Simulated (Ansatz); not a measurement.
# Cu wire along [100], 24 atoms a period: bands along the axis, part 2 of 2

Wanted: the relaxed geometry and the bands of the Cu wire along [100], 24 atoms a period.

Ansatz 0.2.0; DFT PBE, plane waves, PAW; relaxation of a wire's period; PAW set soft_1 (the session's first sound run).

So far: Set-up; The relaxed wire.

### Step 2. The relaxed wire (continued)

The steps of the relaxation:

```tsv
step	energy less that of the first step (eV)	largest force component (eV/Å)	pressure (GPa)	volume (Å³)
1	0.0000	0.5328	-2.00	914.82
2	-0.4733	0.2762	-1.03	896.47
3	-0.7192	0.2438	0.60	854.20
4	-0.7907	0.0256	-0.12	846.47
5	-0.8013	0.0241	-0.01	839.03
6	-0.8176	0.0514	0.07	819.51
7	-0.8217	0.0046	-0.04	814.79
8*	-0.7927	0.0046	-0.05	814.79
```

Relaxation steps marked * repeat the geometry before them on a plane-wave basis chosen anew for their cell, so energy and pressure can jump there.

The run keeps the 16 symmetry operations that it works with, so distortions that break them were not tested.

```tsv
cell as run	before	after	change
c (Å)	3.630	3.233	-10.9 %
```

The atoms that moved most (Å, along periodic axes as changes of fractional coordinates times the final cell, across vacuum about the mean position):

```tsv
atom	dx	dy	dz	length
Cu2	-0.112	-0.112	0.000	0.158
Cu15	-0.112	0.112	0.000	0.158
Cu22	0.112	-0.112	0.000	0.158
Cu11	0.112	0.112	0.000	0.158
Cu7	0.060	-0.117	0.000	0.131
Cu3	-0.117	0.060	0.000	0.131
Cu16	-0.060	-0.117	0.000	0.131
Cu14	-0.117	-0.060	0.000	0.131
```

Numbers from this step:

* energy at zero smearing: -158992.5555 eV
* cell length along the wire: 3.233 Å

The cell's length comes to 3.233 Å with spin left out.

### Step 3. The perfect wire

This step: DFT PBE, plane waves, PAW; bands of a perfect wire; PAW set soft_1 (Ansatz 0.2.0).

At the relaxed period the bands are computed along the axis; those that cross an energy going forward count the channels that a perfect wire would open there.

Contents of input.yaml:

```yaml
crystal:
  lattice:
    - [15.875, 0.0, 0.0]
    - [0.0, 15.875, 0.0]
    - [0.0, 0.0, 3.2330917867]
  atoms:
    - { symbol: Cu, position: [0.207510201, 0.440951743, 0.0] }
    - { symbol: Cu, position: [0.321470115, 0.321470115, 0.0] }
    - { symbol: Cu, position: [0.321153399, 0.560945706, 0.0] }
    - { symbol: Cu, position: [0.440951743, 0.207510201, 0.0] }
    - { symbol: Cu, position: [0.440387921, 0.440387921, 0.0] }
    - { symbol: Cu, position: [0.439054294, 0.678846601, 0.0] }
    - { symbol: Cu, position: [0.560945706, 0.321153399, 0.0] }
    - { symbol: Cu, position: [0.559612079, 0.559612079, 0.0] }
    - { symbol: Cu, position: [0.559048257, 0.792489799, 0.0] }
    - { symbol: Cu, position: [0.678846601, 0.439054294, 0.0] }
    - { symbol: Cu, position: [0.678529885, 0.678529885, 0.0] }
    - { symbol: Cu, position: [0.792489799, 0.559048257, 0.0] }
    - { symbol: Cu, position: [0.207510201, 0.559048257, 0.5] }
    - { symbol: Cu, position: [0.321153399, 0.439054294, 0.5] }
    - { symbol: Cu, position: [0.321470115, 0.678529885, 0.5] }
    - { symbol: Cu, position: [0.439054294, 0.321153399, 0.5] }
    - { symbol: Cu, position: [0.440387921, 0.559612079, 0.5] }
    - { symbol: Cu, position: [0.440951743, 0.792489799, 0.5] }
    - { symbol: Cu, position: [0.559048257, 0.207510201, 0.5] }
    - { symbol: Cu, position: [0.559612079, 0.440387921, 0.5] }
    - { symbol: Cu, position: [0.560945706, 0.678846601, 0.5] }
    - { symbol: Cu, position: [0.678529885, 0.321470115, 0.5] }
    - { symbol: Cu, position: [0.678846601, 0.560945706, 0.5] }
    - { symbol: Cu, position: [0.792489799, 0.440951743, 0.5] }
kpoints:
  mp_grid: { grid: [1, 1, 25] }
  band_path: { path: ["Γ", Z], npoints: 90 }
scf:
  occupations: { method: fermi_dirac, width: 0.05 }
hamiltonian:
  xc: pbe
  pseudopotentials: { kind: paw, azcp: { folder: soft_1 } }
output:
  dos: { e_range: [-5, 4] }
  write_potential: true
  write_density: true
  volumetric_format: npy
```

Started as:

```console
$ ansatz run input.yaml --threads 4 --pin off --max-ram 16384MiB --backend cpu --events-out ev --progress --plain --runs-dir out
```

Numbers of over 12 decimals in the logs are rounded to 6 here.

The program printed:

```text
[...]
Crystal: 24 atoms, lattice volume = 814.790 Å³
Basis set: ecut = 420 eV, 15971 PW (Γ)
Bands: 274, of which v1, the nominal top of the filled ones, is band 228 counted from 1 (227 counted from 0)
Symmetry: 16 space group operations
[...]
k-points: 13 of 25
[...]
SCF iter   1: F=—  HF=-159010.009528 eV  |F-HF|=—  |Δ(HF+E_count)|=         —  Δρ=1.35e-1  dr2=9.26e1  ethr=3.10e-3  ⟨swp⟩=6.5  Hψ=14071  notcnv=0  defer=231
[...]
SCF iter  13: F=-158992.575263 eV  HF=-158992.575263 eV  |F-HF|=2.47e-8  |Δ(HF+E_count)|=   1.33e-7  Δρ=1.97e-6  dr2=2.21e-8  ethr=2.19e-11  ⟨swp⟩=13.5  Hψ=14942  notcnv=0
SCF 1 converged in 13 iterations: F = -158992.575263 eV  dr2 = 2.21e-8
[...]
NSCF: frozen V_eff on 91 k-points
WARN: The output density's exchange-correlation potential varies sharply where the density is thin. Do not read a vacuum level from v_tot or v_xc, or from such a field of the output density. On a cell that repeats whose density bears no net charge and no dipole along the vacuum's axis use v_es (v_loc + v_h of the components); under efield.dipole_correction with no amplitude use v_es + v_field, which holds any externa [...]
SCF converged after 13 iterations
Free energy (F): -158992.575263 eV
[...]
Internal energy: -158992.515465 eV  (E = F + TS)
E sigma→0 (E₀):  -158992.545364 eV
Entropy (-TS):   -0.059798 eV (-2.492 meV/atom)
Fermi energy:    3.083578 eV
[...]
--- Band table (eV; the first three rows and the last of 13) ---
  k-point 0: bands = [... 224 lower, 1.7664, 1.8303, 1.8303, 2.1729, 2.3314, 3.1916, 3.1987, 3.3810, ... 42 higher]
  k-point 1: bands = [... 224 lower, 1.7866, 1.8465, 1.8465, 2.1910, 2.3662, 3.2118, 3.2171, 3.4193, ... 42 higher]
  k-point 2: bands = [... 224 lower, 1.8834, 1.8834, 1.9090, 2.2457, 2.4589, 3.2714, 3.2714, 3.5287, ... 42 higher]
  k-point 12: bands = [... 224 lower, 2.4865, 2.8608, 2.9028, 2.9139, 3.3010, 3.3010, 3.5366, 3.5366, ... 42 higher]
```

The job ended after 3.3 min (4 threads of Intel Xeon 6975P-C (Granite Rapids), shared host; peak memory 10 GiB; 13 min of CPU time).

Reading the cycles: dr2 is the Hartree energy of the density residual (eV), the measure of convergence; HF is the Harris–Foulkes estimate of the energy, which meets the free energy F at convergence.

Numbers from this step:

```
energy at zero smearing : -158992.5454 eV
band gap                : 0 eV
```

The electronic bands at the labelled points (eV, zero at the Fermi level; # counts the bands kept):

```tsv
point	#64	#65	#66	#67	#68	#69	#70	#71
Γ	-1.32	-1.25	-1.25	-0.91	-0.75	0.11	0.12	0.30
halfway	-0.87	-0.87	-0.26	-0.19	0.18	0.74	0.81	1.26
Z	-0.42	-0.42	-0.28	-0.28	0.25	0.25	0.58	0.58
```

Between Γ and Z the bands cross the Fermi level 9 times, so a perfect wire would conduct at least 9 G₀, with spin left out.

### Step 4. What came out

- cell length, PBE: 3.233 Å
- ballistic conductance by band crossings, a lower bound, PBE: 9 G₀

In words: Under PBE the cell's length is 3.23 Å, and the bands cross the Fermi level 9 times between Γ and Z, which gives a perfect wire at least 9 G₀ (opposite crossings within one step of the path cancel in such a count).

[Logs are printed without paths, hosts, clocks, repeated set-up lines and the standing remarks that a program may print on its own settings, such as how far it seeks lower states.]

[Hosts, paths, dates, database ids (printed as entryN), source tags and the programs' standing remarks are cut or masked in the printed files.]
